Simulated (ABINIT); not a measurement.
# Beyond one shot: CsAuBr3 (I4/mmm)

Wanted: G0W0 and self-consistent gaps of CsAuBr3 (I4/mmm), with the cost of the cycles.

Program: ABINIT 10.8.3. Level of theory: LDA and many-body steps on it, plane waves. Results are calculated unless marked as measured.

## (1) Set-up

Symmetry: I4/mmm, No. 139, tetragonal system. The conventional cell has a = 7.759 Å, b = 7.759 Å, c = 11.308 Å, α = 90.00°, β = 90.00°, γ = 90.00°. Cs has 12 Br at 3.90 to 3.95 Å nearest. Nearest to Au lie 4 Br at 2.44 Å. Au has 6 Br at 2.40 to 3.05 Å nearest. Nearest to Br lie 2 Au at 2.44 to 3.05 Å and 4 Cs at 3.95 Å. Nearest to Br lie 2 Au at 2.40 to 3.25 Å and 4 Cs at 3.90 Å. Farther neighbours and most contacts between anions are not listed.

The cell and positions come from the Crystallography Open Database and are kept as given unless a step says otherwise. Spin-orbit coupling is left out unless a step names it.

## (2) Empty states on the mesh, 2×2×2 mesh, 255 bands

This step: ABINIT 10.8.3; DFT, LDA, plane waves, norm-conserving pseudopotentials.

The sums over transitions need many empty states on a uniform mesh; this step solves for them.

The input, run.abi:

```
acell 3*1.0 Angstrom
rprim 
  -3.879600000000 3.879600000000 5.653950000000
  3.879600000000 -3.879600000000 5.653950000000
  3.879600000000 3.879600000000 -5.653950000000
ntypat 3
znucl 55 79 35
natom 10
typat 1 1 2 2 3 3 3 3 3 3
xred 
  0.750000000000 0.250000000000 0.500000000000
  0.250000000000 0.750000000000 0.500000000000
  0.000000000000 0.000000000000 0.000000000000
  0.500000000000 0.500000000000 0.000000000000
  0.222000000000 0.222000000000 0.444000000000
  0.222000000000 0.778000000000 0.000000000000
  0.778000000000 0.778000000000 0.556000000000
  0.778000000000 0.222000000000 0.000000000000
  0.712200000000 0.712200000000 0.000000000000
  0.287800000000 0.287800000000 0.000000000000
pp_dirpath "pseudos"
pseudos "Cs.upf, Au.upf, Br.upf"
ecut 28
ngkpt 2 2 2
nshiftk 1
shiftk 0 0 0
kptopt 1
chksymbreak 0
iscf -2
irdden 1
istwfk *1
nband 255
nbdbuf 22
tolwfr 1e-09
nstep 60
prtvol 0
indata_prefix "in"
outdata_prefix "out"
tmpdata_prefix "tmp"
```

The run is started by

```bash
$ OMP_NUM_THREADS=1 mpirun -n 4 abinit run.abi > log
```

Numbers of over 12 decimals in the logs are rounded to 6 here.

Log:

```text
.Version 10.8.3 of ABINIT. v10.8.2 released Aug 2026.

 Symmetries : space group I4/m m m (#139); Bravais tI (body-center tetrag.)
[... echo of the input left out ...]
== DATASET  1 ==================================================================
-   mpi_nproc: 4, omp_nthreads: 1 (-1 if OMP is not activated)

--- !DatasetInfo
iteration_state: {dtset: 1, }
dimensions: {natom: 10, nkpt: 4, mband: 255, nsppol: 1, nspinor: 1, nspden: 1, mpw: 16300, }
cutoff_energies: {ecut:  28.0, pawecutdg:  -1.0, }
[...]
1.31175    1.31906    1.32783    1.32783    1.33143    1.33195    1.33831    1.34675
   1.34860    1.36162    1.38017    1.38366    1.38833    1.38847    1.38876    1.39833
   1.39874    1.41374    1.41684    1.41810    1.42203    1.42853    1.43142
 prteigrs : prtvol=0 or 1, do not print more k-points.

== END DATASET(S) ==============================================================
================================================================================

 -outvars: echo values of variables after computation  --------
            nband         255
             nkpt           4
          spgroup         139
 [... the other variables as echoed above ...]

 Calculation completed.
```

Wall time 5.2 min (4 MPI ranks of Arm Neoverse V1, shared host); peak memory 0.72 GiB; 21 min of CPU time.

Numbers from this step:

| Property | Result |
| --- | --- |
| gap | 0.9502 eV |
| k of the valence top | 0.5, 0, 0 |
| k of the conduction bottom | 0.5, 0, 0 |
| least direct gap | 0.9502 eV |
| k points computed | 4 |
| lowest point of the top converged band, above the valence top | 33.70 eV |

On this mesh the gap is 0.950 eV.

The density comes from a self-consistent run that is not shown.

## (3) Screening, 2×2×2 mesh, 233 bands, screening to 89.8 eV

The RPA dielectric matrix is built and inverted for each q.

This step: RPA screening on LDA, plane waves, norm-conserving pseudopotentials.

run.abi: that of step 2 with these lines changed.

```diff
@@ -28,10 +28,11 @@
 chksymbreak 0
-iscf -2
-irdden 1
 istwfk *1
-nband 255
-nbdbuf 22
-tolwfr 1e-09
-nstep 60
-prtvol 0
+occopt 1
+irdwfk 1
+optdriver 3
+nband 233
+ecuteps 3.3
+inclvkb 2
+awtr 1
+symchi 1
 indata_prefix "in"
```

Log:

```text
.Version 10.8.3 of ABINIT. v10.8.2 released Aug 2026.

 Symmetries : space group I4/m m m (#139); Bravais tI (body-center tetrag.)
[... echo of the input left out ...]
== DATASET  1 ==================================================================
-   mpi_nproc: 4, omp_nthreads: 1 (-1 if OMP is not activated)

--- !DatasetInfo
iteration_state: {dtset: 1, }
dimensions: {natom: 10, nkpt: 4, mband: 233, nsppol: 1, nspinor: 1, nspden: 1, mpw: 16300, }
cutoff_energies: {ecut:  28.0, pawecutdg:  -1.0, }
electrons: {nelect:   9.80000000E+01, charge:   0.00000000E+00, occopt:   1.00000000E+00, tsmear:   1.00000000E-02, }

 SCREENING: Calculation of the susceptibility and dielectric matrices

 Based on a program developped by R.W. Godby, V. Olevano, G. Onida, and L. Reining.
 Incorporated in ABINIT by V. Olevano, G.-M. Rignanese, and M. Torrent.
.Using double precision arithmetic ; gwpc =  8

[... cell and pseudopotentials left out ...]
--------------------------------------------------------------------------------

 ==== K-mesh for the wavefunctions ====
 Number of points in the irreducible wedge :     4
[... list of points left out ...]
 Together with 16 symmetry operations and time-reversal symmetry
 yields     8 points in the full Brillouin Zone.

 ==== Q-mesh for the screening function ====
 Number of points in the irreducible wedge :     4
[... list of points left out ...]
 Together with 16 symmetry operations and time-reversal symmetry
 yields     8 points in the full Brillouin Zone.

 setmesh: FFT mesh size selected  =    72x   72x   72
          total number of points  =       373248

 vcoul_init : cutoff-mode = AUXILIARY_FUNCTION
 q-points for optical limit:   1
     1)      0.000010    0.000020    0.000030

- screening: taking advantage of time-reversal symmetry
- Maximum band index for partially occupied states nbvw = 49
- Remaining bands to be divided among processors   nbcw = 184
- Number of bands treated by each node ~46

 Number of electrons calculated from density =   98.0000; Expected =   98.0000
 average of density, n =  0.042662
 r_s =    1.7754
 omega_plasma =   19.9240 [eV]

 calculating chi0 at frequencies [eV] :
  1    0.000000E+00    0.000000E+00
  2    0.000000E+00    1.992404E+01

--------------------------------------------------------------------------------
  q-point number  1        q = ( 0.000000, 0.000000, 0.000000) [r.l.u.]
--------------------------------------------------------------------------------
[... chi0 elements left out ...]
 For q-point:  0.000010 0.000020 0.000030
  dielectric constant =  21.2591
  dielectric constant without local fields =  25.7505

  Average fulfillment of the sum rule on Im[epsilon] for q-point    1 :     61.22  [%]
[... wings left out ...]
  q-point number  2        q = ( 0.500000, 0.000000, 0.000000) [r.l.u.]
--------------------------------------------------------------------------------
[... chi0 elements left out ...]
  Average fulfillment of the sum rule on Im[epsilon] for q-point    2 :     67.25  [%]

 [... 2 further q-points ...]
```

The job ended after 9.2 min (4 MPI ranks; peak memory 11 GiB; 37 min of CPU time).

Numbers from this step:

- ε∞ with local fields, on this mesh, along the program's q direction: 21.26
- the same without local fields: 25.75
- plasma frequency: 19.92 eV
- plane waves in the screening matrix: 641

Local fields lower ε∞ by 17 %. On a Γ-centred mesh this coarse the value itself is usually too large, while a short band sum pulls it down.

## (4) G0W0

The self-energy is evaluated for the states that the input lists, and the levels follow from it, in one-shot runs by the linearised quasiparticle equation.

This step: G0W0 on LDA, plane waves, norm-conserving pseudopotentials.

run.abi: that of step 3 with these lines changed.

```diff
@@ -31,8 +31,17 @@
 irdwfk 1
-optdriver 3
+optdriver 4
 nband 233
+gwcalctyp 0
+ecutsigx 28
+symsigma 1
+nkptgw 2
+kptgw 
+  0.5000000000 0.0000000000 0.0000000000
+  0.0000000000 0.0000000000 0.0000000000
+bdgw 
+  48 51
+  48 51
 ecuteps 3.3
-inclvkb 2
-awtr 1
-symchi 1
+irdscr 1
+ppmodel 1
 indata_prefix "in"
```

Log:

```text
.Version 10.8.3 of ABINIT. v10.8.2 released Aug 2026.

 Symmetries : space group I4/m m m (#139); Bravais tI (body-center tetrag.)
[... echo of the input left out ...]
== DATASET  1 ==================================================================
-   mpi_nproc: 4, omp_nthreads: 1 (-1 if OMP is not activated)

--- !DatasetInfo
iteration_state: {dtset: 1, }
dimensions: {natom: 10, nkpt: 4, mband: 233, nsppol: 1, nspinor: 1, nspden: 1, mpw: 16300, }
cutoff_energies: {ecut:  28.0, pawecutdg:  -1.0, }
electrons: {nelect:   9.80000000E+01, charge:   0.00000000E+00, occopt:   1.00000000E+00, tsmear:   1.00000000E-02, }

 SIGMA: Calculation of the GW corrections

 Based on a program developped by R.W. Godby, V. Olevano, G. Onida, and L. Reining.
 Incorporated in ABINIT by V. Olevano, G.-M. Rignanese, and M. Torrent.
.Using double precision arithmetic ; gwpc =  8

[... cell and pseudopotentials left out ...]
--------------------------------------------------------------------------------

 ==== K-mesh for the wavefunctions ====
 Number of points in the irreducible wedge :     4
[... list of points left out ...]
 Together with 16 symmetry operations and time-reversal symmetry
 yields     8 points in the full Brillouin Zone.

 ==== Q-mesh for screening function ====
 Number of points in the irreducible wedge :     4
[... list of points left out ...]
 Together with 16 symmetry operations and time-reversal symmetry
 yields     8 points in the full Brillouin Zone.

 vcoul_init : cutoff-mode = AUXILIARY_FUNCTION
 q-points for optical limit:   1
     1)      0.000010    0.000020    0.000030
 setmesh: FFT mesh size selected  =   120x  120x  120
          total number of points  =      1728000

 Number of electrons calculated from density =   98.0000; Expected =   98.0000
 average of density, n =  0.042662
 r_s =    1.7754
 omega_plasma =   19.9240 [eV]

 === KS Band Gaps ===
  >>>> For spin  1
   Minimum direct gap =   0.9500 [eV], located at k-point      :   0.5000  0.0000  0.0000
   Fundamental gap    =   0.9500 [eV], Top of valence bands at :   0.5000  0.0000  0.0000
                                       Bottom of conduction at :   0.5000  0.0000  0.0000
 SIGMA fundamental parameters:
 PLASMON POLE MODEL  1
 number of plane-waves for SigmaX                16297
 number of plane-waves for SigmaC and W            641
 number of plane-waves for wavefunctions         16297
 number of bands                                   233
 number of independent spin polarizations            1
 number of spinorial components                      1
 number of k-points in IBZ                           4
 number of q-points in IBZ                           4
 number of symmetry operations                      16
 number of k-points in BZ                            8
 number of q-points in BZ                            8
 number of frequencies for dSigma/dE                 9
 frequency step for dSigma/dE [eV]                0.25
 number of omega for Sigma on real axis              0
 max omega for Sigma on real axis  [eV]           0.00
 zcut for avoiding poles [eV]                     0.10

 EPSILON^-1 parameters (SCR file):
 dimension of the eps^-1 matrix on file            641
 dimension of the eps^-1 matrix used               641
 number of plane-waves for wavefunctions         16297
 number of bands                                   233
 number of q-points in IBZ                           4
 number of frequencies                               2
 number of real frequencies                          1
 number of imag frequencies                          1

 matrix elements of self-energy operator (all in [eV])

 Perturbative Calculation

--- !SelfEnergy_ee
iteration_state: {dtset: 1, }
kpoint     : [   0.500,    0.000,    0.000, ]
spin       : 1
KS_gap     :    0.950
QP_gap     :    1.696
Delta_QP_KS:    0.746
data: !SigmaeeData |
     Band     E0 <VxcDFT>   SigX SigC(E0)      Z dSigC/dE  Sig(E)    E-E0       E
       48   1.429 -15.325 -18.836   3.452   0.743  -0.345 -15.368  -0.044   1.386
       49   1.889 -16.374 -18.623   2.680   0.779  -0.284 -16.038   0.336   2.225
       50   2.839 -16.176 -13.583  -1.212   0.783  -0.277 -15.095   1.081   3.921
       51   5.551 -12.920  -8.471  -2.860   0.807  -0.240 -11.638   1.282   6.833

--- !SelfEnergy_ee
iteration_state: {dtset: 1, }
kpoint     : [   0.000,    0.000,    0.000, ]
spin       : 1
KS_gap     :    2.153
QP_gap     :    3.477
Delta_QP_KS:    1.325
data: !SigmaeeData |
     Band     E0 <VxcDFT>   SigX SigC(E0)      Z dSigC/dE  Sig(E)    E-E0       E
       48   1.569 -14.464 -17.937   3.311   0.764  -0.310 -14.588  -0.124   1.445
       49   1.569 -14.464 -17.937   3.311   0.764  -0.310 -14.588  -0.124   1.445
       50   3.722 -17.770 -15.016  -1.257   0.802  -0.246 -16.569   1.201   4.923
       51   4.837 -14.850 -11.061  -2.206   0.795  -0.258 -13.592   1.257   6.094

== END DATASET(S) ==============================================================
================================================================================

 -outvars: echo values of variables after computation  --------
           etotal      0.0000000000E+00
            nband         233
             nkpt           4
          spgroup         139
 [... the other variables as echoed above ...]

 Calculation completed.
```

Elapsed: 87 s, on 4 MPI ranks; peak memory 8.3 GiB; 5.8 min of CPU time.

This step gave:

```
G0W0 gap on the points computed              : 1.696 eV
starting gap on the mesh                     : 0.9502 eV
k of the valence top                         : 0.5, 0, 0
k of the conduction bottom                   : 0.5, 0, 0
Z at the valence top                         : 0.779
Z at the conduction bottom                   : 0.783
least direct G0W0 gap on the computed points : 1.696 eV
```

The gap on the mesh goes from 0.95 eV to 1.70 eV, a correction of +0.75 eV.

## (5) evGW0, cycle 1

This step: evGW0 on LDA, plane waves, norm-conserving pseudopotentials.

run.abi: that of step 4 with these lines changed.

```diff
@@ -33,12 +33,16 @@
 nband 233
-gwcalctyp 0
+gwcalctyp 10
 ecutsigx 28
 symsigma 1
-nkptgw 2
+nkptgw 4
 kptgw 
+  0.0000000000 0.0000000000 0.0000000000
   0.5000000000 0.0000000000 0.0000000000
-  0.0000000000 0.0000000000 0.0000000000
+  0.5000000000 0.5000000000 0.0000000000
+  0.5000000000 0.5000000000 0.5000000000
 bdgw 
-  48 51
-  48 51
+  17 66
+  17 66
+  17 66
+  17 66
 ecuteps 3.3
@@ -49 +53,2 @@
 tmpdata_prefix "tmp"
+gwmem 00
```

The run is started by

```bash
$ OMP_NUM_THREADS=2 mpirun -n 2 abinit run.abi > log
```

Log:

```text
.Version 10.8.3 of ABINIT. v10.8.2 released Aug 2026.

 Symmetries : space group I4/m m m (#139); Bravais tI (body-center tetrag.)
[... echo of the input left out ...]
== DATASET  1 ==================================================================
-   mpi_nproc: 2, omp_nthreads: 2 (-1 if OMP is not activated)

--- !DatasetInfo
iteration_state: {dtset: 1, }
dimensions: {natom: 10, nkpt: 4, mband: 233, nsppol: 1, nspinor: 1, nspden: 1, mpw: 16300, }
cutoff_energies: {ecut:  28.0, pawecutdg:  -1.0, }
electrons: {nelect:   9.80000000E+01, charge:   0.00000000E+00, occopt:   1.00000000E+00, tsmear:   1.00000000E-02, }

 SIGMA: Calculation of the GW corrections

 Based on a program developped by R.W. Godby, V. Olevano, G. Onida, and L. Reining.
 Incorporated in ABINIT by V. Olevano, G.-M. Rignanese, and M. Torrent.
.Using double precision arithmetic ; gwpc =  8

[... cell and pseudopotentials left out ...]
--------------------------------------------------------------------------------

 ==== K-mesh for the wavefunctions ====
 Number of points in the irreducible wedge :     4
[... list of points left out ...]
 Together with 16 symmetry operations and time-reversal symmetry
 yields     8 points in the full Brillouin Zone.

 ==== Q-mesh for screening function ====
 Number of points in the irreducible wedge :     4
[... list of points left out ...]
 Together with 16 symmetry operations and time-reversal symmetry
 yields     8 points in the full Brillouin Zone.

 vcoul_init : cutoff-mode = AUXILIARY_FUNCTION
 q-points for optical limit:   1
     1)      0.000010    0.000020    0.000030
 setmesh: FFT mesh size selected  =   120x  120x  120
          total number of points  =      1728000

 Number of electrons calculated from density =   98.0000; Expected =   98.0000
[...]
--- !SelfEnergy_ee
iteration_state: {dtset: 1, }
kpoint     : [   0.500,    0.500,    0.000, ]
spin       : 1
KS_gap     :    2.295
QP_gap     :    3.525
Delta_QP_KS:    1.230
data: !SigmaeeData |
     Band     E_DFT   <VxcDFT>   E(N-1)  <Hhartree>   SigX  SigC[E(N-1)]    Z     dSigC/dE  Sig[E(N)]  DeltaE  E(N)_pert E(N)_diago
[...]
--- !SelfEnergy_ee
iteration_state: {dtset: 1, }
kpoint     : [   0.500,    0.500,    0.500, ]
spin       : 1
KS_gap     :    2.292
QP_gap     :    3.735
Delta_QP_KS:    1.443
data: !SigmaeeData |
     Band     E_DFT   <VxcDFT>   E(N-1)  <Hhartree>   SigX  SigC[E(N-1)]    Z     dSigC/dE  Sig[E(N)]  DeltaE  E(N)_pert E(N)_diago
[...]
65     9.514    -9.337     9.514    18.851    -4.417    -3.363     0.816    -0.226    -8.066     1.271    10.785    11.072
       66     9.514    -9.337     9.514    18.851    -4.417    -3.363     0.816    -0.226    -8.066     1.271    10.785    11.072

 New Fermi energy :        1.201984E-01 Ha ,    3.270766E+00 eV

 === QP Band Gaps ===
  >>>> For spin  1
   Minimum direct gap =   1.9000 [eV], located at k-point      :   0.5000  0.0000  0.0000
   Fundamental gap    =   1.9000 [eV], Top of valence bands at :   0.5000  0.0000  0.0000
                                       Bottom of conduction at :   0.5000  0.0000  0.0000

 writing QP data on file : out_QPS

 Convergence of QP corrections
 >>>>> For spin  1 <<<<<
.  kptgw no:  1; Maximum DeltaE = (   0.497   0.000) for band index: 46
.  kptgw no:  2; Maximum DeltaE = (  -0.236   0.037) for band index: 36
.  kptgw no:  3; Maximum DeltaE = (   0.391   0.057) for band index: 37
.  kptgw no:  4; Maximum DeltaE = (  -0.236  -0.024) for band index: 37

== END DATASET(S) ==============================================================
================================================================================

 -outvars: echo values of variables after computation  --------
           etotal      0.0000000000E+00
            nband         233
             nkpt           4
          spgroup         139
 [... the other variables as echoed above ...]

 Calculation completed.
```

Elapsed: 48 min, on 2 MPI ranks; peak memory 3.7 GiB.

This step gave:

| Item | Value |
| --- | --- |
| quasiparticle gap on the mesh | 1.9 eV |
| gap of the density functional on the mesh | 0.9502 eV |
| k of the valence top | 0.5, 0, 0 |
| k of the conduction bottom | 0.5, 0, 0 |
| Z at the valence top | 0.779 |
| Z at the conduction bottom | 0.783 |
| least direct quasiparticle gap on the computed points | 1.9 eV |

Against G0W0 in ABINIT (2×2×2 mesh, 233 bands, screening to 89.8 eV, Godby-Needs plasmon pole), the gap moves by +0.204 eV. This first cycle still uses the starting levels; it takes the full correction, at all points of the mesh, and its linearised value is 1.696 eV.

(Part 1 of 2 ends here.)

[Paths, hosts, dates, memory and timing lines, banners, echoed tables and standing remarks are left out of the program output.]

[Logs are printed without paths, hosts, clocks, repeated set-up lines and the standing remarks that a program may print on its own settings, such as how far it seeks lower states.]

[Runs of the session that timed out or met a known fault of the program may be left out.]

[Hosts, paths, dates, database ids (printed as entryN), source tags and the programs' standing remarks are cut or masked in the printed files.]

[G0W0 gaps are taken among the corrected bands and points alone; a level outside them can change the order at an edge.]

[Where Ansatz stands beside ABINIT at settings called matched, ABINIT's density can come from a denser mesh and the files from another edition; pairs whose starting gaps differed by over 0.03 eV were left out, so agreement reads better than it is.]
